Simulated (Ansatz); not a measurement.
## Ca3TlN (Pm-3m): phonons and vibrational spectra

How does Ca3TlN (Pm-3m) vibrate, and is this structure a minimum?

Main program and level: Ansatz 0.2.0; DFT PBEsol, scalar-relativistic, plane waves, PAW; PAW set soft_1.

**1. Starting point**

Symmetry: Pm-3m, No. 221, cubic system. The conventional cell has a = 4.954 Å, b = 4.954 Å, c = 4.954 Å, α = 90.00°, β = 90.00°, γ = 90.00°. Nearest to Ca lie 2 N at 2.48 Å. Tl has 12 Ca at 3.50 Å nearest. N has 6 Ca at 2.48 Å nearest. Farther neighbours and most contacts between anions are not listed.

Structure file:

```cif
data_structure
_symmetry_space_group_name_H-M 'Pm-3m'
_symmetry_Int_Tables_number 221
_cell_length_a 4.9538
_cell_length_b 4.9538
_cell_length_c 4.9538
_cell_angle_alpha 90.000
_cell_angle_beta 90.000
_cell_angle_gamma 90.000
_cell_volume 121.57
loop_
_atom_site_label
_atom_site_type_symbol
_atom_site_symmetry_multiplicity
_atom_site_Wyckoff_symbol
_atom_site_fract_x
_atom_site_fract_y
_atom_site_fract_z
_atom_site_occupancy
Ca1 Ca 3 c 0.50000 0.50000 0.00000 1
Tl1 Tl 1 a 0.00000 0.00000 0.00000 1
N1 N 1 b 0.50000 0.50000 0.50000 1
```

**2. Relaxation**

Harmonic phonons are second derivatives at a point where the forces vanish, and they are wanted at zero stress, so atoms and cell are relaxed first.

File input.yaml:

```yaml
crystal:
  lattice:
    - [4.953824, 0.0, 0.0]
    - [0.0, 4.953824, 0.0]
    - [0.0, 0.0, 4.953824]
  atoms:
    - { symbol: Ca, position: [0.5, 0.5, 0.0] }
    - { symbol: Ca, position: [0.5, 0.0, 0.5] }
    - { symbol: Ca, position: [0.0, 0.5, 0.5] }
    - { symbol: Tl, position: [0.0, 0.0, 0.0] }
    - { symbol: "N", position: [0.5, 0.5, 0.5] }
kpoints:
  mp_grid: { grid: [8, 8, 8] }
hamiltonian:
  xc: pbesol
  pseudopotentials: { kind: paw, azcp: { folder: soft_1 }, xc_functional: pbe }
scf:
  occupations: { method: gaussian, width: 0.1 }
output:
  forces: true
  stress: true
  eigenvalues: true
relax:
  adjacent_minimum: "off"
  f_tol: 0.005
  max_steps: 80
  cell: { stress_tol: 0.05 }
```

Run with:

```bash
$ ansatz run input.yaml --threads 4 --pin off --max-ram 10240MiB --backend cpu --events-out ev --progress --plain --runs-dir out
```

Numbers of over 12 decimals in the logs are rounded to 6 here.

Log:

```text
Engine: ansatz 0.2.0, aarch64-unknown-linux-gnu
Pseudopotentials: kind: paw
Pseudopotential: Ca, paw, valence charge 10, recommended cutoff 420 eV (normal), soft_1/Ca.paw.azcp
Pseudopotential: Tl, paw, valence charge 13, recommended cutoff 420 eV (normal), soft_1/Tl.paw.azcp
Pseudopotential: N, paw, valence charge 5, recommended cutoff 420 eV (normal), soft_1/N.paw.azcp
Functional definition: PBEsol
  exchange = pbesol_x
  correlation = pbesol_c
Crystal: 5 atoms, lattice volume = 121.569 Å³
Basis set: ecut = 420 eV, 2373 PW (Γ), exchange–correlation on 72×72×72 points (8 copies of the dense FFT grid, shifted against one another)
Bands: 29, of which v1, the nominal top of the filled ones, is band 24 counted from 1 (23 counted from 0)
Symmetry: 48 space group operations
Space group: Pm-3m (ITA 221), of the structure as read, at distance tolerance 5.0e-5 Å
k-points: 35 of 512
Non-local potential: Ca, projectors of the file, l = 0: 3, l = 1: 2, l = 2: 2
Non-local potential: Tl, projectors of the file, l = 0: 2, l = 1: 2, l = 2: 2, l = 3: 1
Non-local potential: N, projectors of the file, l = 0: 2, l = 1: 2, l = 2: 1
PAW form: soft (Blöchl's): semilocal exchange-correlation on the pseudo side does not see the compensation charge
PAW frozen core: Ca, regenerated for the run's functional, and the local potential with it (the file was generated under x = pbe(κ = 0.804, μ = 0.219515), c = pbe(β = 0.066725))
PAW frozen core: Tl, regenerated for the run's functional, and the local potential with it (the file was generated under x = pbe(κ = 0.804, μ = 0.219515), c = pbe(β = 0.066725))
PAW frozen core: N, regenerated for the run's functional, and the local potential with it (the file was generated under x = pbe(κ = 0.804, μ = 0.219515), c = pbe(β = 0.066725))
PAW one-centre angular grid: Ca, 110 points (default); XC on 64 Gauss nodes
PAW one-centre angular grid: Tl, 590 points (default); XC on 64 Gauss nodes
PAW one-centre angular grid: N, 110 points (default); XC on 64 Gauss nodes
Initial density: superposition of atomic densities (chi_scale 0.1, normalization cell, long waves kept (reshape's long-wave potential 0.00 eV rms))
Initial wavefunctions: pseudopotential atomic-orbital guess
Functional: x = pbesol(κ = 0.804, μ = 0.123457), c = pbesol(β = 0.046)
SCF iter   1: F=—  HF=-17061.684943 eV  |F-HF|=—  |Δ(HF+E_count)|=         —  Δρ=3.88e-2  dr2=2.51e0  ethr=3.10e-3  ⟨swp⟩=8.0  Hψ=4851  notcnv=0
preconditioner: auto → Kerker (q_TF=auto, 2.337 Å⁻¹)  [metal: Δε(μ)=0.095 eV  Ē_g=7.799 eV  σ=0.100 eV  W_gap=0.42  n_scr=26 (ndim 8)  ℏωp=16.5 eV  f_vac=0.000  D(μ)=4.32/eV (n_scr^D=26)]
SCF iter   2: F=—  HF=-17061.093236 eV  |F-HF|=—  |Δ(HF+E_count)|=   5.92e-1  Δρ=1.69e-2  dr2=8.46e-1  ethr=3.10e-3  ⟨swp⟩=2.3  Hψ=1865  notcnv=0  defer=5
SCF iter   3: F=—  HF=-17060.927364 eV  |F-HF|=—  |Δ(HF+E_count)|=   1.66e-1  Δρ=1.12e-2  dr2=1.98e-1  ethr=1.76e-3  ⟨swp⟩=2.7  Hψ=1456  notcnv=0  defer=5
SCF iter   4: F=—  HF=-17060.876829 eV  |F-HF|=—  |Δ(HF+E_count)|=   5.05e-2  Δρ=3.38e-3  dr2=4.54e-2  ethr=4.13e-4  ⟨swp⟩=2.3  Hψ=1873  notcnv=0  defer=6
SCF iter   5: F=—  HF=-17060.865430 eV  |F-HF|=—  |Δ(HF+E_count)|=   1.14e-2  Δρ=1.28e-3  dr2=2.81e-3  ethr=9.46e-5  ⟨swp⟩=2.0  Hψ=1187  notcnv=0  defer=6
SCF iter   6: F=—  HF=-17060.865317 eV  |F-HF|=—  |Δ(HF+E_count)|=   1.13e-4  Δρ=3.75e-4  dr2=4.08e-4  ethr=5.85e-6  ⟨swp⟩=2.1  Hψ=1523  notcnv=0  defer=6
SCF iter   7: F=—  HF=-17060.865265 eV  |F-HF|=—  |Δ(HF+E_count)|=   5.25e-5  Δρ=1.07e-4  dr2=1.82e-5  ethr=8.50e-7  ⟨swp⟩=2.0  Hψ=1207  notcnv=0  defer=6
SCF iter   8: F=—  HF=-17060.865384 eV  |F-HF|=—  |Δ(HF+E_count)|=   1.19e-4  Δρ=1.79e-5  dr2=5.02e-7  ethr=3.78e-8  ⟨swp⟩=2.0  Hψ=1423  notcnv=0  defer=6
SCF iter   9: F=-17060.865384 eV  HF=-17060.865384 eV  |F-HF|=3.98e-9  |Δ(HF+E_count)|=   7.29e-8  Δρ=4.01e-6  dr2=2.49e-8  ethr=2.08e-10  ⟨swp⟩=7.3  Hψ=4951  notcnv=0
SCF 1 converged in 9 iterations: F = -17060.865384 eV  dr2 = 2.49e-8
  greatest PAW one-centre occupation: 0.995 electrons in one spin orbital (limit 2), on the Ca atom at site 2 (counted from 0), in its partial waves of l = 0
relax step   1: F+E_penalty+E_count = -17060.86538361 eV  Δ(F+E_penalty+E_count) = +0.000e0 eV  max|allowed force component| = 2.335e-29 eV/Å  Δτ_max = 0.0000 Å  P = -2.268 GPa  Ω = 121.569 Å³  (9 SCF iters, dr2 threshold 1.00e-7 eV, accepted)
Crystal: 5 atoms, lattice volume = 114.104 Å³
Basis set: ecut = 420 eV, 2205 PW (Γ), exchange–correlation on 72×72×72 points (8 copies of the dense FFT grid, shifted against one another)
Initial density: handed on by an earlier stage of this run
Initial wavefunctions: those handed on with the density
iter 1 solved again at ethr=1.36e-4 eV; its pass at ethr=3.10e-3 eV (dr2=6.52e-2 eV) is discarded
SCF iter   1: F=—  HF=-17060.920545 eV  |F-HF|=—  |Δ(HF+E_count)|=         —  Δρ=5.08e-3  dr2=6.64e-2  ethr=1.36e-4  ⟨swp⟩=1.0  Hψ=5329  notcnv=0
preconditioner: auto → Kerker (q_TF=auto, 2.362 Å⁻¹)  [metal: Δε(μ)=0.081 eV  Ē_g=15.211 eV  σ=0.100 eV  W_gap=0.37  n_scr=26 (ndim 8)  ℏωp=22.5 eV  f_vac=0.000  D(μ)=4.23/eV (n_scr^D=26)]
SCF iter   2: F=—  HF=-17060.909070 eV  |F-HF|=—  |Δ(HF+E_count)|=   1.15e-2  Δρ=2.14e-3  dr2=1.17e-2  ethr=1.36e-4  ⟨swp⟩=2.0  Hψ=1414  notcnv=0
SCF iter   3: F=—  HF=-17060.906563 eV  |F-HF|=—  |Δ(HF+E_count)|=   2.51e-3  Δρ=1.13e-3  dr2=5.92e-3  ethr=2.44e-5  ⟨swp⟩=2.0  Hψ=1187  notcnv=0
SCF iter   4: F=—  HF=-17060.904630 eV  |F-HF|=—  |Δ(HF+E_count)|=   1.93e-3  Δρ=3.22e-4  dr2=3.35e-4  ethr=1.23e-5  ⟨swp⟩=2.0  Hψ=1231  notcnv=0
SCF iter   5: F=—  HF=-17060.904616 eV  |F-HF|=—  |Δ(HF+E_count)|=   1.42e-5  Δρ=1.32e-4  dr2=3.59e-5  ethr=6.98e-7  ⟨swp⟩=2.0  Hψ=1423  notcnv=0
SCF iter   6: F=—  HF=-17060.904611 eV  |F-HF|=—  |Δ(HF+E_count)|=   4.51e-6  Δρ=2.97e-5  dr2=9.62e-7  ethr=7.48e-8  ⟨swp⟩=3.0  Hψ=1772  notcnv=0
SCF iter   7: F=-17060.904611 eV  HF=-17060.904611 eV  |F-HF|=4.66e-9  |Δ(HF+E_count)|=   1.88e-8  Δρ=6.94e-6  dr2=6.30e-8  ethr=1.04e-9  ⟨swp⟩=6.3  Hψ=4038  notcnv=0
SCF 2 converged in 7 iterations: F = -17060.904611 eV  dr2 = 6.30e-8
relax step   2: F+E_penalty+E_count = -17060.90461133 eV  Δ(F+E_penalty+E_count) = -3.923e-2 eV  max|allowed force component| = 6.889e-30 eV/Å  Δτ_max = 0.0000 Å  P = +0.856 GPa  Ω = 114.104 Å³  energy of the carried Pulay correction = +2.258e-3 eV  (7 SCF iters, dr2 threshold 5.00e-7 eV, accepted)
Crystal: 5 atoms, lattice volume = 116.056 Å³
Basis set: ecut = 420 eV, 2301 PW (Γ), exchange–correlation on 72×72×72 points (8 copies of the dense FFT grid, shifted against one another)
iter 1 solved again at ethr=1.22e-5 eV; its pass at ethr=3.10e-3 eV (dr2=5.85e-3 eV) is discarded
SCF iter   1: F=—  HF=-17060.909988 eV  |F-HF|=—  |Δ(HF+E_count)|=         —  Δρ=1.51e-3  dr2=5.96e-3  ethr=1.22e-5  ⟨swp⟩=1.0  Hψ=5247  notcnv=0
preconditioner: auto → Resta (q_TF=auto, 2.355 Å⁻¹)  ε∞=3.1  [insulator: Δε(μ)=0.122 eV  Ē_g=15.244 eV  σ=0.100 eV  W_gap=0.53  n_scr=26 (ndim 8)  ℏωp=22.3 eV  f_vac=0.000  D(μ)=4.16/eV (n_scr^D=26)  ε∞_Penn≈3.1]
SCF iter   2: F=—  HF=-17060.909031 eV  |F-HF|=—  |Δ(HF+E_count)|=   9.56e-4  Δρ=1.17e-3  dr2=1.87e-3  ethr=1.22e-5  ⟨swp⟩=2.0  Hψ=1436  notcnv=0
SCF iter   3: F=—  HF=-17060.908699 eV  |F-HF|=—  |Δ(HF+E_count)|=   3.33e-4  Δρ=2.45e-4  dr2=1.94e-4  ethr=3.90e-6  ⟨swp⟩=2.0  Hψ=1415  notcnv=0
SCF iter   4: F=—  HF=-17060.908743 eV  |F-HF|=—  |Δ(HF+E_count)|=   4.47e-5  Δρ=8.28e-5  dr2=1.31e-5  ethr=4.03e-7  ⟨swp⟩=2.0  Hψ=1229  notcnv=0
SCF iter   5: F=-17060.908741 eV  HF=-17060.908741 eV  |F-HF|=7.54e-8  |Δ(HF+E_count)|=   2.44e-6  Δρ=1.71e-5  dr2=3.24e-7  ethr=1.04e-9  ⟨swp⟩=4.3  Hψ=4860  notcnv=0
SCF 3 converged in 5 iterations: F = -17060.908741 eV  dr2 = 3.24e-7
  greatest PAW one-centre occupation: 0.995 electrons in one spin orbital (limit 2), on the Ca atom at site 1 (counted from 0), in its partial waves of l = 0
relax step   3: F+E_penalty+E_count = -17060.90874106 eV  Δ(F+E_penalty+E_count) = -4.130e-3 eV  max|allowed force component| = 4.142e-30 eV/Å  Δτ_max = 0.0000 Å  P = -0.065 GPa  Ω = 116.056 Å³  energy of the carried Pulay correction = +1.654e-3 eV  (5 SCF iters, dr2 threshold 5.00e-7 eV, accepted)
[...]
relax step   4: F+E_penalty+E_count = -17060.90881389 eV  Δ(F+E_penalty+E_count) = -7.282e-5 eV  max|allowed force component| = 3.860e-29 eV/Å  Δτ_max = 0.0000 Å  P = -0.002 GPa  Ω = 115.916 Å³  energy of the carried Pulay correction = +1.697e-3 eV  (5 SCF iters, dr2 threshold 1.07e-8 eV, accepted)
Initial wavefunctions: pseudopotential atomic-orbital guess (no wavefunctions were taken with the density)
iter 1 solved again at ethr=4.34e-7 eV; its pass at ethr=3.10e-3 eV (dr2=2.08e-4 eV) is discarded
SCF iter   1: F=—  HF=-17060.907395 eV  |F-HF|=—  |Δ(HF+E_count)|=         —  Δρ=7.36e-5  dr2=1.01e-6  ethr=4.34e-7  ⟨swp⟩=3.0  Hψ=7162  notcnv=0
preconditioner: auto → Resta (q_TF=auto, 2.355 Å⁻¹)  ε∞=3.2  [insulator: Δε(μ)=0.116 eV  Ē_g=15.236 eV  σ=0.100 eV  W_gap=0.50  n_scr=26 (ndim 8)  ℏωp=22.4 eV  f_vac=0.000  D(μ)=4.19/eV (n_scr^D=26)  ε∞_Penn≈3.2]
SCF iter   2: F=—  HF=-17060.907499 eV  |F-HF|=—  |Δ(HF+E_count)|=   1.05e-4  Δρ=3.89e-5  dr2=6.54e-7  ethr=2.11e-9  ⟨swp⟩=2.0  Hψ=1621  notcnv=0
SCF iter   3: F=—  HF=-17060.907500 eV  |F-HF|=—  |Δ(HF+E_count)|=   3.69e-7  Δρ=2.09e-5  dr2=1.60e-7  ethr=1.36e-9  ⟨swp⟩=2.0  Hψ=1417  notcnv=0
SCF iter   4: F=—  HF=-17060.907500 eV  |F-HF|=—  |Δ(HF+E_count)|=   1.29e-7  Δρ=1.48e-6  dr2=9.61e-10  ethr=3.34e-10  ⟨swp⟩=2.0  Hψ=1420  notcnv=0
SCF iter   5: F=-17060.907500 eV  HF=-17060.907500 eV  |F-HF|=0.00e0  |Δ(HF+E_count)|=  7.57e-10  Δρ=3.10e-7  dr2=4.42e-11  ethr=1.00e-12  ⟨swp⟩=3.4  Hψ=4376  notcnv=0
SCF 5 converged in 5 iterations: F = -17060.907500 eV  dr2 = 4.42e-11
relax step   5: F+E_penalty+E_count = -17060.90749999 eV  Δ(F+E_penalty+E_count) = +1.314e-3 eV  max|allowed force component| = 2.987e-29 eV/Å  Δτ_max = 0.0000 Å  P = -0.024 GPa  Ω = 115.916 Å³  stress off target by 2.36e-2 GPa  SCF on the basis re-selected at this cell (its energy is not comparable with the rows above)  (5 SCF iters)
basis re-selected at this cell: Δ(F+E_penalty+E_count) = +1.314e-3 eV, ΔP = -0.022 GPa vs the last step (what re-selecting the basis moved, of the pressure what is left beyond the Pulay correction that the steps carried, after the strain that the cell walked since its last selection, with what the two solves' SCF thresholds leave and, on support functions, any second-order correction that the steps lacked; it is no m [...]
SCF converged after 5 iterations
Free energy (F): -17060.907500 eV
Harris-Foulkes:  -17060.907500 eV  (|F-HF|=0.00e0)
Internal energy: -17060.886569 eV  (E = F + TS)
E sigma→0 (E₀):  -17060.897035 eV
Entropy (-TS):   -0.020931 eV (-4.186 meV/atom)
Fermi energy:    8.500500 eV
--- Per-component energies (eV) ---
  E_band       = -378.138638
  E_kinetic    = 1158.271720
  E_local      = -3140.624189  (includes V_loc(G=0)·N_el)
  E_nonlocal   = 624.116381
  E_hartree    = 1065.755762
  E_xc         = -623.632937
  E_vxc        = -673.472648  (∫ρ·V_xc dr)
  E_paw        = -12692.022022  (= ΣΔE_a)
  E_vpaw       = -477.942189  (= ΣTr[D̂ρ^β])
  E_aug_tail   = 0.000756  (compensation charges beyond the density's cutoff)
  E_ewald      = -3453.174856
  E_core_change = 0.422815  (= ΣΔE_core)
  E_smearing   = -0.020931  (= −TS)
  E_closure    = -0.000000  (closes the sum)
  Σ components = -17060.907500   (vs F -17060.907500, Δ=0.00e0)
--- Forces (eV/Å), atoms counted from 1 ---
  atom   1  Ca    -0.00000000     0.00000000     0.00000000
  atom   2  Ca    -0.00000000     0.00000000    -0.00000000
  atom   3  Ca     0.00000000     0.00000000     0.00000000
  atom   4  Tl    -0.00000000     0.00000000    -0.00000000
  atom   5  N      0.00000000    -0.00000000    -0.00000000
  max |Σ_I F_I| component: 4.00e-29 eV/Å
--- Stress (GPa, compression-positive) ---
       -0.023580       0.000000      -0.000000
        0.000000      -0.023580      -0.000000
       -0.000000      -0.000000      -0.023580
  P = ⅓ Tr σ = -0.0236 GPa (-0.236 kbar)
--- Band table (eV; the first three rows and the last of 35) ---
  k-point 0: bands = [... 20 lower, 7.4245, 7.4245, 9.3994, 9.3994, 10.1493, 10.1493, 10.1493, 10.3096, ... 1 higher]
  k-point 1: bands = [... 20 lower, 7.4101, 7.4101, 8.7642, 9.5081, 9.6201, 9.6201, 10.2180, 10.3502, ... 1 higher]
  k-point 2: bands = [... 20 lower, 7.3767, 7.3767, 7.7184, 9.1593, 9.1593, 9.8133, 10.4599, 10.5806, ... 1 higher]
  k-point 34: bands = [... 20 lower, 5.8384, 5.8384, 7.8867, 7.8867, 7.8867, 10.9790, 10.9790, 10.9790, ... 1 higher]
--- Relaxed structure (4 steps of the walk, 4 accepted, 1 SCFs on fresh bases) ---
  F+E_penalty+E_count = -17060.90749999 eV   max|allowed force component| = 2.987e-29 eV/Å   (the final SCF, on the basis selected at the relaxed cell)
  cell:  # Å, volume = 115.9156 Å³
    - [4.875816, 0.0, 0]
    - [0, 4.875816, 0]
    - [0.0, 0, 4.875816]
  atoms:
    - { symbol: Ca, position: [0.500000, 0.500000, 0] }
    - { symbol: Ca, position: [0.500000, 0, 0.500000] }
    - { symbol: Ca, position: [0, 0.500000, 0.500000] }
    - { symbol: Tl, position: [0, 0, 0] }
    - { symbol: N, position: [0.500000, 0.500000, 0.500000] }
```

Elapsed: 10 s, on 4 threads of Arm Neoverse V1, shared host; peak memory 0.48 GiB; 39 s of CPU time.

Relaxation path:

```csv
step,energy less that of the first step (eV),largest force component (eV/Å),pressure (GPa),volume (Å³)
1,0.0000,0.0000,-2.27,121.57
2,-0.0392,0.0000,0.86,114.10
3,-0.0434,0.0000,-0.07,116.06
4,-0.0434,0.0000,0.00,115.92
5*,-0.0421,0.0000,-0.02,115.92
```

Relaxation steps marked * repeat the geometry before them on a plane-wave basis chosen anew for their cell, so energy and pressure can jump there.

Forces are held to the 48 operations that the run works with; a distortion that breaks them can't arise in this run.

```csv
"conventional cell, symmetrised",before,after,change
a (Å),4.954,4.876,-1.6 %
b (Å),4.954,4.876,-1.6 %
c (Å),4.954,4.876,-1.6 %
volume (Å³/atom),24.31,23.18,-4.7 %
```

The relaxed structure:

```
Ca Tl N
1.0
     4.87582    0.00000    0.00000
     0.00000    4.87582    0.00000
     0.00000    0.00000    4.87582
Ca Tl N
3 1 1
Direct
  0.50000 0.50000 0.00000
  0.50000 0.00000 0.50000
  0.00000 0.50000 0.50000
  0.00000 0.00000 0.00000
  0.50000 0.50000 0.50000
```

Numbers from this step:

```yaml
pressure: -0.02358 GPa
volume_per_atom: 23.18 Å³
gap_on_the_k_mesh: 0 eV
```

In this step the volume went from 24.31 to 23.18 Å³/atom.

**3. Relaxing to small forces for the phonons**

Phonons need a cell at rest on their own settings, so the relaxation is repeated with tight tolerances on forces and stress, using the mesh and the filling of the phonon run that follows.

input.yaml, the sections that differ from step 2:

```yaml
crystal:
  lattice:
    - [4.8758159181, 0.0, 0.0]
    - [0.0, 4.8758159181, 0.0]
    - [0.0, 0.0, 4.8758159181]
  atoms:
    - { symbol: Ca, position: [0.5, 0.5, 0.0] }
    - { symbol: Ca, position: [0.5, 0.0, 0.5] }
    - { symbol: Ca, position: [0.0, 0.5, 0.5] }
    - { symbol: Tl, position: [0.0, 0.0, 0.0] }
    - { symbol: "N", position: [0.5, 0.5, 0.5] }
scf:
  occupations: { method: methfessel_paxton, width: 0.2 }
relax:
  adjacent_minimum: "off"
  f_tol: 0.001
  max_steps: 60
  cell: { stress_tol: 0.01 }
# kpoints, hamiltonian, output: as in step 2
```

Log:

```text
[...]
Crystal: 5 atoms, lattice volume = 115.916 Å³
Basis set: ecut = 420 eV, 2301 PW (Γ), exchange–correlation on 72×72×72 points (8 copies of the dense FFT grid, shifted against one another)
Bands: 29, of which v1, the nominal top of the filled ones, is band 24 counted from 1 (23 counted from 0)
Symmetry: 48 space group operations
[...]
k-points: 35 of 512
[...]
--- Relaxed structure (2 steps of the walk, 2 accepted, 1 SCFs on fresh bases) ---
[...]
cell:  # Å, volume = 115.8389 Å³
    - [4.874740, 0, 0]
    - [0, 4.874740, 0.0]
    - [0, 0.0, 4.874740]
  atoms:
    - { symbol: Ca, position: [0.5, 0.5, 0] }
    - { symbol: Ca, position: [0.5, 0, 0.5] }
    - { symbol: Ca, position: [0, 0.5, 0.5] }
    - { symbol: Tl, position: [0, 0, 0] }
    - { symbol: N, position: [0.5, 0.5, 0.5] }
[key lines of the parts left out:]
SCF converged after 6 iterations
Free energy (F): -17060.899516 eV
Fermi energy:    8.491647 eV
P = ⅓ Tr σ = 0.0087 GPa (0.087 kbar)
```

It took 6.5 s on 4 threads; peak memory 0.47 GiB; 24 s of CPU time.

Little changed from the start: no atom moved by 0.005 Å and no cell edge by 0.1 %.

This step gave:

* pressure: 0.008727 GPa
* volume per atom: 23.17 Å³

The forces vanish by symmetry and the pressure is 0.009 GPa, within the tolerances set. The cell now holds 23.17 Å³/atom.

(Part 1 of 2 ends here.)

[Logs are printed without paths, hosts, clocks, repeated set-up lines and the standing remarks that a program may print on its own settings, such as how far it seeks lower states.]

[Hosts, paths, dates, database ids (printed as entryN), source tags and the programs' standing remarks are cut or masked in the printed files.]
